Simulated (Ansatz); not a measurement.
# Ir (Fm-3m, 1 atom in the cell): relaxing the cell for a phonon run

Wanted: the relaxed cell of Ir (Fm-3m, 1 atom in the cell).

Method: DFT PBEsol, scalar-relativistic, plane waves, PAW; PAW set soft_1, in Ansatz 0.2.0.

**Measured values to reproduce.**

“Phase stability and electronic structure of iridium metal at the megabar range” (2019, pmc:6586894) reports for Ir, fcc, by synchrotron powder XRD, Rietveld refinement (Ir metal powder): lattice constant a (cubic lattice parameter at ambient pressure) 3.837 ± 0.001 Å.

The database entry behind the starting cell differs from later determinations by our own check (0.1 to 0.3 % short, probably kX units), so it need not match the best structure at ambient conditions.

**1. The structure**

Symmetry: Fm-3m, No. 225, cubic system. The conventional cell has a = 3.831 Å, b = 3.831 Å, c = 3.831 Å, α = 90.00°, β = 90.00°, γ = 90.00°. Ir has 12 Ir at 2.71 Å nearest.

Coordinates:

```cif
data_structure
_symmetry_space_group_name_H-M 'P 1'
_symmetry_Int_Tables_number 1
_cell_length_a 2.7091
_cell_length_b 2.7091
_cell_length_c 2.7091
_cell_angle_alpha 60.000
_cell_angle_beta 60.000
_cell_angle_gamma 60.000
_cell_volume 14.06
loop_
_atom_site_label
_atom_site_type_symbol
_atom_site_fract_x
_atom_site_fract_y
_atom_site_fract_z
_atom_site_occupancy
Ir1 Ir 0.00000 0.00000 0.00000 1
```

**2. Probe on a coarse mesh**

First a cheap look: the gap decides the mesh and the occupations, the pressure tells how far the cell has to move.

Contents of input.yaml:

```yaml
crystal:
  lattice:
    - [0.0, 1.9156, 1.9156]
    - [1.9156, 0.0, 1.9156]
    - [1.9156, 1.9156, 0.0]
  atoms:
    - { symbol: Ir, position: [0.0, 0.0, 0.0] }
kpoints:
  mp_grid: { grid: [8, 8, 8] }
hamiltonian:
  xc: pbesol
  pseudopotentials: { kind: paw, azcp: { folder: soft_1 }, xc_functional: pbe }
scf:
  occupations: { method: gaussian, width: 0.1 }
output:
  forces: true
  stress: true
  eigenvalues: true
```

Run with:

```bash
$ ansatz run input.yaml --threads 4 --pin off --max-ram 10240MiB --backend cpu --events-out ev --progress --plain --runs-dir out
```

Numbers of over 12 decimals in the logs are rounded to 6 here.

Log:

```text
Engine: ansatz 0.2.0, aarch64-unknown-linux-gnu
Pseudopotentials: kind: paw
Pseudopotential: Ir, paw, valence charge 17, recommended cutoff 420 eV (normal), soft_1/Ir.paw.azcp
Functional definition: PBEsol
  exchange = pbesol_x
  correlation = pbesol_c
Crystal: 1 atoms, lattice volume = 14.059 Å³
[...]
--- Band table (eV; the first three rows and the last of 29) ---
  k-point 0: bands = [... 5 lower, 21.8900, 21.8900, 21.8900, 24.6497, 24.6497, 39.3739, 44.9262, 44.9262]
  k-point 1: bands = [... 5 lower, 21.5614, 22.1569, 22.1569, 24.5005, 24.5005, 40.4956, 42.5896, 46.0714]
  k-point 2: bands = [... 5 lower, 21.3644, 22.3435, 22.3435, 24.8185, 24.8185, 39.2660, 42.0992, 49.0042]
  k-point 28: bands = [... 5 lower, 20.8835, 20.8835, 24.0086, 27.3509, 33.9878, 34.8723, 34.8723, 39.1921]
[key lines of the parts left out:]
SCF converged after 6 iterations
Free energy (F): -11800.369944 eV
Fermi energy:    25.888953 eV
P = ⅓ Tr σ = 1.1462 GPa (11.462 kbar)
```

Elapsed: 0.33 s, on 4 threads of Arm Neoverse V2, shared host; peak memory 0.24 GiB.

This step gave:

```yaml
pressure: 1.146 GPa
volume_per_atom: 14.06 Å³
gap_on_the_k_mesh: 0 eV
```

The coarse mesh shows no gap and a pressure of 1.1 GPa.

**3. Bringing the structure to rest**

The cell and atoms are relaxed, since residual forces and stress would shift the frequencies.

input.yaml: that of step 2 with these lines changed.

```diff
@@ -8,3 +8,3 @@
 kpoints:
-  mp_grid: { grid: [8, 8, 8] }
+  mp_grid: { grid: [18, 18, 18] }
 hamiltonian:
@@ -18 +18,6 @@
   eigenvalues: true
+relax:
+  adjacent_minimum: "off"
+  f_tol: 0.005
+  max_steps: 80
+  cell: { stress_tol: 0.05 }
```

Log:

```text
[...]
Crystal: 1 atoms, lattice volume = 14.059 Å³
Basis set: ecut = 420 eV, 283 PW (Γ), exchange–correlation on 40×40×40 points (8 copies of the dense FFT grid, shifted against one another)
Bands: 13, of which v1, the nominal top of the filled ones, is band 9 counted from 1 (8 counted from 0)
Symmetry: 48 space group operations
[...]
k-points: 195 of 5832
[...]
SCF iter   1: F=—  HF=-11800.553817 eV  |F-HF|=—  |Δ(HF+E_count)|=         —  Δρ=5.26e-2  dr2=2.90e-1  ethr=3.10e-3  ⟨swp⟩=5.0  Hψ=13052  notcnv=0
[...]
SCF iter   6: F=-11800.448027 eV  HF=-11800.448027 eV  |F-HF|=2.18e-11  |Δ(HF+E_count)|=   3.04e-8  Δρ=1.72e-6  dr2=1.45e-10  ethr=5.32e-10  ⟨swp⟩=2.8  Hψ=9160  notcnv=0
SCF 1 converged in 6 iterations: F = -11800.448027 eV  dr2 = 1.45e-10
[...]
relax step   1: F+E_penalty+E_count = -11800.44802664 eV  Δ(F+E_penalty+E_count) = +0.000e0 eV  max|allowed force component| = 0.000e0 eV/Å  Δτ_max = 0.0000 Å  P = -0.342 GPa  Ω = 14.059 Å³  (6 SCF iters, dr2 threshold 1.00e-7 eV, accepted)
Crystal: 1 atoms, lattice volume = 14.024 Å³
[...]
iter 1 solved again at ethr=3.42e-9 eV; its pass at ethr=3.10e-3 eV (dr2=5.81e-7 eV) is discarded
[...]
SCF iter   2: F=-11800.448014 eV  HF=-11800.448014 eV  |F-HF|=5.96e-8  |Δ(HF+E_count)|=   1.51e-7  Δρ=4.21e-5  dr2=6.55e-8  ethr=5.88e-10  ⟨swp⟩=3.1  Hψ=9493  notcnv=0
SCF 2 converged in 2 iterations: F = -11800.448014 eV  dr2 = 6.55e-8
relax step   2: F+E_penalty+E_count = -11800.44801380 eV  Δ(F+E_penalty+E_count) = +1.285e-5 eV  max|allowed force component| = 0.000e0 eV/Å  Δτ_max = 0.0000 Å  P = +0.617 GPa  Ω = 14.024 Å³  energy of the carried Pulay correction = +1.658e-5 eV  (2 SCF iters, dr2 threshold 1.00e-7 eV, rejected (line search))
Crystal: 1 atoms, lattice volume = 14.046 Å³
[...]
SCF iter   4: F=-11800.448046 eV  HF=-11800.448046 eV  |F-HF|=0.00e0  |Δ(HF+E_count)|=  3.04e-10  Δρ=2.02e-7  dr2=1.22e-12  ethr=1.00e-12  ⟨swp⟩=4.0  Hψ=10894  notcnv=0
SCF 3 converged in 4 iterations: F = -11800.448046 eV  dr2 = 1.22e-12
relax step   3: F+E_penalty+E_count = -11800.44804589 eV  Δ(F+E_penalty+E_count) = -1.924e-5 eV  max|allowed force component| = 0.000e0 eV/Å  Δτ_max = 0.0000 Å  P = -0.001 GPa  Ω = 14.046 Å³  energy of the carried Pulay correction = +5.919e-6 eV  (4 SCF iters, accepted)
[...]
SCF iter   1: F=—  HF=-11800.448039 eV  |F-HF|=—  |Δ(HF+E_count)|=         —  Δρ=2.40e-6  dr2=1.52e-10  ethr=1.00e-7  ⟨swp⟩=3.0  Hψ=19862  notcnv=0
eigensolver tolerance schedule: the retry pair's looser diagonalisation over-reported the residual by 112271.90 of it (diagonalisation noise at an unbounded share of the residual, at the tolerance the schedule requests for it); recorded, not acted on — ethr = c·dr2/N_el stays at c = 1.0e-1
SCF iter   2: F=—  HF=-11800.448039 eV  |F-HF|=—  |Δ(HF+E_count)|=   7.18e-9  Δρ=1.20e-6  dr2=3.61e-11  ethr=1.00e-12  ⟨swp⟩=3.0  Hψ=4995  notcnv=0
SCF iter   3: F=-11800.448039 eV  HF=-11800.448039 eV  |F-HF|=1.82e-12  |Δ(HF+E_count)|=  9.09e-12  Δρ=4.17e-7  dr2=4.74e-12  ethr=1.00e-12  ⟨swp⟩=5.8  Hψ=11396  notcnv=0
SCF 4 converged in 3 iterations: F = -11800.448039 eV  dr2 = 4.74e-12
relax step   4: F+E_penalty+E_count = -11800.44803943 eV  Δ(F+E_penalty+E_count) = +6.459e-6 eV  max|allowed force component| = 0.000e0 eV/Å  Δτ_max = 0.0000 Å  P = -0.001 GPa  Ω = 14.046 Å³  stress off target by 9.47e-4 GPa  SCF on the basis re-selected at this cell (its energy is not comparable with the rows above)  (3 SCF iters)
basis re-selected at this cell: Δ(F+E_penalty+E_count) = +6.459e-6 eV, ΔP = +0.000 GPa vs the last step (what re-selecting the basis moved, of the pressure what is left beyond the Pulay correction that the steps carried, after the strain that the cell walked since its last selection, with what the two solves' SCF thresholds leave and, on support functions, any second-order correction that the steps lacked; it is no measure of the basis error at this ecutwfc). This SCF's stress stands 9.47e-4 GPa from its target on what of the cell is left free (relax.cell.stress_tol is 5.00e-2 GPa) and its largest allowed force component is 0.00e0 eV/Å (relax.f_tol is 5.00e-3 eV/Å): [rest of the remark cut]
SCF converged after 3 iterations
Free energy (F): -11800.448039 eV
[...]
Internal energy: -11800.443062 eV  (E = F + TS)
E sigma→0 (E₀):  -11800.445551 eV
Entropy (-TS):   -0.004977 eV (-4.977 meV/atom)
Fermi energy:    25.901740 eV
[...]
--- Stress (GPa, compression-positive) ---
       -0.000947      -0.000000      -0.000000
       -0.000000      -0.000947      -0.000000
       -0.000000      -0.000000      -0.000947
  P = ⅓ Tr σ = -0.0009 GPa (-0.009 kbar)
--- Band table (eV; the first three rows and the last of 195) ---
  k-point 0: bands = [... 5 lower, 21.9156, 21.9156, 21.9156, 24.6648, 24.6648, 39.4151, 44.9496, 44.9496]
  k-point 1: bands = [... 5 lower, 21.8395, 21.9762, 21.9762, 24.6242, 24.6242, 39.6581, 44.2959, 45.1824]
  k-point 2: bands = [... 5 lower, 21.6445, 22.1352, 22.1352, 24.5351, 24.5351, 40.3264, 42.9656, 45.8619]
  k-point 194: bands = [... 5 lower, 20.4008, 21.4707, 24.1329, 27.3832, 34.0485, 34.2275, 35.5082, 39.2058]
--- Relaxed structure (3 steps of the walk, 2 accepted, 1 SCFs on fresh bases) ---
  F+E_penalty+E_count = -11800.44803943 eV   max|allowed force component| = 0.000e0 eV/Å   (the final SCF, on the basis selected at the relaxed cell)
  cell:  # Å, volume = 14.0463 Å³
    - [0, 1.915036, 1.915036]
    - [1.915036, 0, 1.915036]
    - [1.915036, 1.915036, 0]
  atoms:
    - { symbol: Ir, position: [0.0, 0.0, 0.0] }
```

It took 2.4 s on 4 threads; peak memory 0.3 GiB; 7.8 s of CPU time.

Little changed from the start: no atom moved by 0.005 Å and no cell edge by 0.1 %.

This step gave:

| Quantity | Value |
| --- | --- |
| pressure | -9.47e-4 GPa |
| volume per atom | 14.05 Å³ |

In this step the volume went from 14.06 to 14.05 Å³/atom.

**4. Tight relaxation**

Phonons need a cell at rest on their own settings, so the relaxation is repeated with tight tolerances on forces and stress, using the mesh and the filling of the phonon run that follows.

Contents of input.yaml:

```yaml
crystal:
  lattice:
    - [0.0, 1.915036122, 1.915036122]
    - [1.915036122, 0.0, 1.915036122]
    - [1.915036122, 1.915036122, 0.0]
  atoms:
    - { symbol: Ir, position: [0.0, 0.0, 0.0] }
kpoints:
  mp_grid: { grid: [20, 20, 20] }
hamiltonian:
  xc: pbesol
  pseudopotentials: { kind: paw, azcp: { folder: soft_1 }, xc_functional: pbe }
scf:
  occupations: { method: methfessel_paxton, width: 0.2 }
output:
  forces: true
  stress: true
  eigenvalues: true
  write_density: true
  write_potential: true
  elf: true
  volumetric_format: npy
relax:
  adjacent_minimum: "off"
  f_tol: 0.001
  max_steps: 60
  cell: { stress_tol: 0.01 }
```

Log:

```text
[...]
Crystal: 1 atoms, lattice volume = 14.046 Å³
Basis set: ecut = 420 eV, 283 PW (Γ), exchange–correlation on 40×40×40 points (8 copies of the dense FFT grid, shifted against one another)
Bands: 13, of which v1, the nominal top of the filled ones, is band 9 counted from 1 (8 counted from 0)
Symmetry: 48 space group operations
[...]
k-points: 256 of 8000
[...]
k-point 2: bands = [... 5 lower, 21.6970, 22.1062, 22.1062, 24.5612, 24.5612, 40.1806, 43.2632, 45.7077]
  k-point 255: bands = [... 5 lower, 20.9185, 20.9185, 24.0322, 27.3934, 34.0370, 34.9238, 34.9238, 39.2325]
--- Relaxed structure (3 steps of the walk, 2 accepted, 1 SCFs on fresh bases) ---
[...]
cell:  # Å, volume = 14.0402 Å³
    - [0, 1.914762, 1.914762]
    - [1.914762, 0, 1.914762]
    - [1.914762, 1.914762, 0]
  atoms:
    - { symbol: Ir, position: [0.0, 0.0, 0.0] }
[key lines of the parts left out:]
SCF converged after 4 iterations
Free energy (F): -11800.448284 eV
Fermi energy:    25.824444 eV
P = ⅓ Tr σ = -0.0003 GPa (-0.003 kbar)
```

Run time: 3.1 s. Hardware: 4 threads; peak memory 0.32 GiB; 10 s of CPU time.

Little changed from the start: no atom moved by 0.005 Å and no cell edge by 0.1 %.

Numbers from this step:

| Item | Value |
| --- | --- |
| pressure | -3.27e-4 GPa |
| volume per atom | 14.04 Å³ |

Valence density in the ac plane of the conventional cell at fractional y = 0.000, with atoms of Ir within 0.2 Å of it. It is the smooth field of the valence electrons, not physical close to the nuclei.

Values in e/Å³, 14 rows by 14 columns, each cell a mean:
```
9.1 7.5 4.2 1.3 0.5 0.3 0.2 0.2 0.2 0.3 0.7 2.3 5.6 8.4
6.4 4.8 2.4 0.9 0.4 0.3 0.3 0.3 0.3 0.3 0.5 1.4 3.4 5.6
2.7 1.9 1.0 0.6 0.4 0.4 0.5 0.5 0.5 0.4 0.5 0.7 1.4 2.3
0.7 0.6 0.5 0.5 0.6 0.9 1.3 1.5 1.1 0.7 0.5 0.5 0.5 0.7
0.3 0.3 0.4 0.5 1.0 2.4 4.2 4.8 3.5 1.8 0.7 0.4 0.3 0.3
0.2 0.2 0.3 0.6 1.9 4.8 7.5 8.2 6.6 3.5 1.1 0.5 0.3 0.2
0.2 0.2 0.3 0.7 2.7 6.4 9.1 9.7 8.2 4.8 1.5 0.5 0.3 0.2
0.2 0.2 0.3 0.7 2.3 5.6 8.4 9.1 7.5 4.2 1.3 0.5 0.3 0.2
0.3 0.3 0.3 0.5 1.4 3.4 5.6 6.4 4.8 2.4 0.9 0.4 0.3 0.3
0.5 0.5 0.4 0.5 0.7 1.4 2.3 2.7 1.9 1.0 0.6 0.4 0.4 0.5
1.5 1.1 0.7 0.5 0.5 0.5 0.7 0.7 0.6 0.5 0.5 0.6 0.9 1.3
4.8 3.5 1.8 0.7 0.4 0.3 0.3 0.3 0.3 0.4 0.5 1.0 2.4 4.2
8.2 6.6 3.5 1.1 0.5 0.3 0.2 0.2 0.2 0.3 0.6 1.9 4.8 7.5
9.7 8.2 4.8 1.5 0.5 0.3 0.2 0.2 0.2 0.3 0.7 2.7 6.4 9.1
```
Columns run along a (3.8 Å), rows up along c (3.8 Å), edges of the conventional cell, whose origin can differ from the input's. Atoms in or near the plane, at fractional coordinates: Ir at (0.00, 0.00), Ir at (0.50, 0.50).

ELF in the ac plane of the conventional cell at fractional y = 0.000, with atoms of Ir within 0.2 Å of it. It is the smooth field of the valence electrons, not physical close to the nuclei.

Ten even steps from '_' (0.16) to '@' (0.58), each cell a mean:
```
%%@@@@++::..____..::--##@@%%
@@@@##==--::......::--++%%@@
%%**==------::::::--====++##
------==--==++**++======----
..::----==##@@@@%%**==--::::
__..::--**@@@@@@@@%%++::....
____..--%%@@%%**@@@@**::..__
__..::--##@@%%%%@@@@++::..__
....::--++%%@@@@@@##==--::..
::::--====++##%%**==------::
**++======----------==--==++
@@%%**==--::::..::----==##@@
@@@@%%++::....__..::--**@@@@
**@@@@**::..______..--%%@@%%
```
Columns run along a (3.8 Å), rows up along c (3.8 Å), edges of the conventional cell, whose origin can differ from the input's. Atoms in or near the plane, at fractional coordinates: Ir at (0.00, 0.00), Ir at (0.50, 0.50).

Electrostatic potential energy in the ac plane of the conventional cell at fractional y = 0.000, with atoms of Ir within 0.2 Å of it. With pseudopotentials it is smooth inside the atoms' cores, unlike the true potential.

Values in eV, 14 rows by 14 columns, each cell a mean:
```
-52 -46 -28   3  21  26  28  28  28  25  16 -10 -37 -50
-40 -32 -12  12  23  26  26  26  26  25  20   2 -21 -37
-14  -6   8  20  23  23  21  21  22  23  22  16   2 -10
 15  18  21  23  20  12   3   0   6  16  22  22  20  16
 25  25  25  21   8 -12 -28 -31 -23  -4  16  23  25  25
 28  27  25  18  -6 -32 -46 -49 -42 -23   6  22  26  28
 28  28  25  15 -14 -40 -52 -54 -49 -31   0  21  26  28
 28  28  25  16 -10 -37 -50 -52 -46 -28   3  21  26  28
 26  26  25  20   2 -21 -37 -40 -32 -12  12  23  26  26
 21  22  23  22  16   2 -10 -14  -6   8  20  23  23  21
  0   6  16  22  22  20  16  15  18  21  23  20  12   3
-31 -23  -4  16  23  25  25  25  25  25  21   8 -12 -28
-49 -42 -23   6  22  26  28  28  27  25  18  -6 -32 -46
-54 -49 -31   0  21  26  28  28  28  25  15 -14 -40 -52
```
Columns run along a (3.8 Å; values clipped at the 3rd and 97th percentile), rows up along c (3.8 Å), edges of the conventional cell, whose origin can differ from the input's. Atoms in or near the plane, at fractional coordinates: Ir at (0.00, 0.00), Ir at (0.50, 0.50).

The forces vanish by symmetry and the pressure is 0.000 GPa, within the tolerances set. The cell now holds 14.04 Å³/atom.

**5. Results**

```yaml
space_group_after_relaxation_within_0p01_a: Fm-3m
lattice_constant_a: 3.830 Å
lattice_constant_b: 3.830 Å
lattice_constant_c: 3.830 Å
volume_per_atom: 14.0 Å³
```

What this shows: The forces vanish by symmetry and the pressure is 0.000 GPa, within the tolerances set. The cell now holds 14.04 Å³/atom. The relaxation keeps the symmetry of its start, so it says nothing on stability against lower symmetry. Spin-orbit coupling is left out, which can matter for the heavy elements here. The PAW files were made for PBE and serve the other functionals too.

Comparison with the measured values:

| quantity | measured | PBEsol, PAW; PAW set soft_1 |
| --- | --- | --- |
| lattice constant a (Å) | 3.837 | 3.830 (-0.2 %) |

Measured values from pmc:6586894 (2019).

How well it matches: The lattice constant a is off by -0.2 %: good agreement. The grades are ours: good and fair within 0.7 and 1.5 % for the lattice constant a. For lattice constants the calculation has a static lattice, without zero-point motion or thermal expansion.

[Logs are printed without paths, hosts, clocks, repeated set-up lines and the standing remarks that a program may print on its own settings, such as how far it seeks lower states.]

[Hosts, paths, dates, database ids (printed as entryN), source tags and the programs' standing remarks are cut or masked in the printed files.]
